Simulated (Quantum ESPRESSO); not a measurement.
**SiC (Moissanite 3C): a worked LO-TO splitting**

Aim: work out the LO frequency and the static dielectric constant of SiC (Moissanite 3C) from one linear-response run, then check them.

Calculated with Quantum ESPRESSO 7.5; DFT LDA, scalar-relativistic, plane waves, PseudoDojo norm-conserving pseudopotentials.

## (1) Set-up

Symmetry: F-43m, No. 216, cubic system. Conventional cell: a = 4.326 Å, b = 4.326 Å, c = 4.326 Å, α = 90.00°, β = 90.00°, γ = 90.00°. Nearest to Si lie 4 C at 1.87 Å. Nearest to C lie 4 Si at 1.87 Å. Farther neighbours are not listed.

This is the cell after its relaxation at this level of theory, not the database cell from which that began.

## (2) What the response run gave

A linear-response run on the relaxed cell, with the response to an electric field; only its zone-centre results are used. Cutoff 82 Ry, k mesh 12×12×12.

Log:

```text
[banners, grids, parts of the stress and lines that vanish by symmetry left out]
Program PHONON v.7.5
     Reading xml data from directory:

[...]
Exchange-correlation= PW
                           (   1   4   0   0   0   0   0)
[...]
kinetic-energy cut-off    =      82.0000  Ry
     charge density cut-off    =     328.0000  Ry
     convergence threshold     =      1.0E-18
[...]
Exchange-correlation= PW
                           (   1   4   0   0   0   0   0)
[...]
q = (   0.0000000   0.0000000   0.0000000 )
     25 Sym.Ops. (with q -> -q+G )
     G cutoff =  555.1392  (  13731 G-vectors)     FFT grid: ( 36, 36, 36)
     number of k points=    72
[...]
Mode symmetry, T_d (-43m)  point group:
[...]
Dielectric constant
[...]
End of electric fields calculation
          Dielectric constant in cartesian axis
          (       6.878982006      -0.000000000       0.000000000 )
          (       0.000000000       6.878982006       0.000000000 )
          (      -0.000000000       0.000000000       6.878982006 )
          Effective charges (d Force / dE) in cartesian axis without acoustic sum rule applied (asr)
           atom    1  Si    Mean Z*:        2.72193
      Ex  (        2.72193       -0.00000       -0.00000 )
      Ey  (       -0.00000        2.72193        0.00000 )
      Ez  (       -0.00000        0.00000        2.72193 )
           atom    2  C     Mean Z*:       -2.72339
      Ex  (       -2.72339        0.00000        0.00000 )
      Ey  (        0.00000       -2.72339        0.00000 )
      Ez  (        0.00000        0.00000       -2.72339 )
          Effective charges Sum: Mean:       -0.00146
[...]
Effective charges (d Force / dE) in cartesian axis with asr applied:
           atom    1  Si    Mean Z*:        2.72266
[...]
atom    2  C     Mean Z*:       -2.72266
[...]
Representation #   1 modes #   1   2   3
[...]
End of self-consistent calculation
     Convergence has been achieved
     Representation #   2 modes #   4   5   6
[...]
End of self-consistent calculation
     Convergence has been achieved
[...]
Dielectric constant in cartesian axis
          (       6.878982006      -0.000000000       0.000000000 )
          (       0.000000000       6.878982006       0.000000000 )
          (      -0.000000000       0.000000000       6.878982006 )
          Effective charges (d Force / dE) in cartesian axis without acoustic sum rule applied (asr)
           atom    1  Si    Mean Z*:        2.72193
      Ex  (        2.72193       -0.00000       -0.00000 )
      Ey  (       -0.00000        2.72193        0.00000 )
      Ez  (       -0.00000        0.00000        2.72193 )
           atom    2  C     Mean Z*:       -2.72339
      Ex  (       -2.72339        0.00000        0.00000 )
      Ey  (        0.00000       -2.72339        0.00000 )
      Ez  (        0.00000        0.00000       -2.72339 )
          Effective charges Sum: Mean:       -0.00146
[...]
Effective charges (d Force / dE) in cartesian axis with asr applied:
           atom    1  Si    Mean Z*:        2.72266
[...]
atom    2  C     Mean Z*:       -2.72266
[...]
q = (    0.000000000   0.000000000   0.000000000 )
[...]
freq (    1) =       0.019817 [THz] =       0.661027 [cm-1]
     freq (    2) =       0.019817 [THz] =       0.661027 [cm-1]
     freq (    3) =       0.019817 [THz] =       0.661027 [cm-1]
     freq (    4) =      23.926772 [THz] =     798.111197 [cm-1]
     freq (    5) =      23.926772 [THz] =     798.111197 [cm-1]
     freq (    6) =      23.926772 [THz] =     798.111197 [cm-1]
[...]
Mode symmetry, T_d (-43m)  point group:
     freq (   1-   3) =          0.7  [cm-1]   --> T_2  G_15 P_4   I+R
     freq (   4-   6) =        798.1  [cm-1]   --> T_2  G_15 P_4   I+R

   JOB DONE.
```

```
                       quantity   value
             cell volume Ω (Å³)  20.234
                 mass of Si (u)  28.085
                  mass of C (u)  12.011
     Born charge of Si, raw (e)   2.722
      Born charge of C, raw (e)  -2.723
                             ε∞   6.879
ω(TO) after the sum rule (cm⁻¹)   798.1
```

## (3) The calculation

The charges must sum to zero over the cell; taking off their mean, -0.001 e, leaves Z* = 2.723 e on Si. In the polar mode Si moves against C, so the reduced mass is μ = 28.09 × 12.01 / 40.10 = 8.413 u.

A longitudinal wave builds up a field that adds to the restoring force: ω(LO)² = ω(TO)² + 4π Z*² / (μ Ω ε∞), in Hartree atomic units. With μ = 15336 electron masses and Ω = 136.54 bohr³ the second term is 6.4667e-06 Ha², or 311496 cm⁻² (1 Ha = 219474.6 cm⁻¹).

So ω(LO) = √(636980 + 311496) = 973.9 cm⁻¹, and by the Lyddane-Sachs-Teller relation ε₀ = ε∞ (ω(LO)/ω(TO))² = 10.24.

## (4) Check against the program

The analysis program adds the same non-analytic term to the full matrix, here for q along (1 0 0).

Log:

```text
[banner, memory and clock lines left out]
Program DYNMAT v.7.5

     Reading Dynamical Matrix from file g.dyn
     ...Force constants read
     ...epsilon and Z* read

     Polarizability (A^3 units)
     multiply by 0.337877 for Clausius-Mossotti correction
         9.466018    0.000000   -0.000000
        -0.000000    9.466018    0.000000
         0.000000    0.000000    9.466018

     IR activities are in (D/A)^2/amu units

# mode   [cm-1]    [THz]      IR
    1     -0.00   -0.0000    0.0000
    2      0.00    0.0000    0.0000
    3      0.00    0.0000    0.0000
    4    798.11   23.9267   20.3284
    5    798.11   23.9267   20.3284
    6    973.90   29.1968   20.3284
```

ε₀ comes from the program's run without a direction of q.

```
    quantity  by hand  program
ω(LO) (cm⁻¹)    973.9    973.9
          ε₀    10.24    10.24
```

## (5) Outcome

| Quantity | Value |
| --- | --- |
| TO mode | 798.1 cm⁻¹ |
| LO mode | 973.9 cm⁻¹ |
| static dielectric constant | 10.24 |

**Reading.** The LO mode of SiC (Moissanite 3C) lies at 974 cm⁻¹, 176 cm⁻¹ above the TO mode; the formula meets the program within 0.1 cm⁻¹, as it must for a cubic crystal with one polar mode. ω(LO)² − ω(TO)² goes with Z*²/ε∞: an error of 5 % in ε∞ would move the LO mode by 7.6 cm⁻¹, and semilocal functionals tend to overestimate ε∞. These are harmonic values at zero temperature, at the volume of this functional, for the structure held cubic; stability elsewhere in the zone is no part of this calculation.

[Host names and launcher messages were left out of these logs when they were recorded.]

[Logs are printed without paths, hosts, clocks, repeated set-up lines and the standing remarks that a program may print on its own settings, such as how far it seeks lower states.]

[Hosts, paths, dates, database ids (printed as entryN), source tags and the programs' standing remarks are cut or masked in the printed files.]
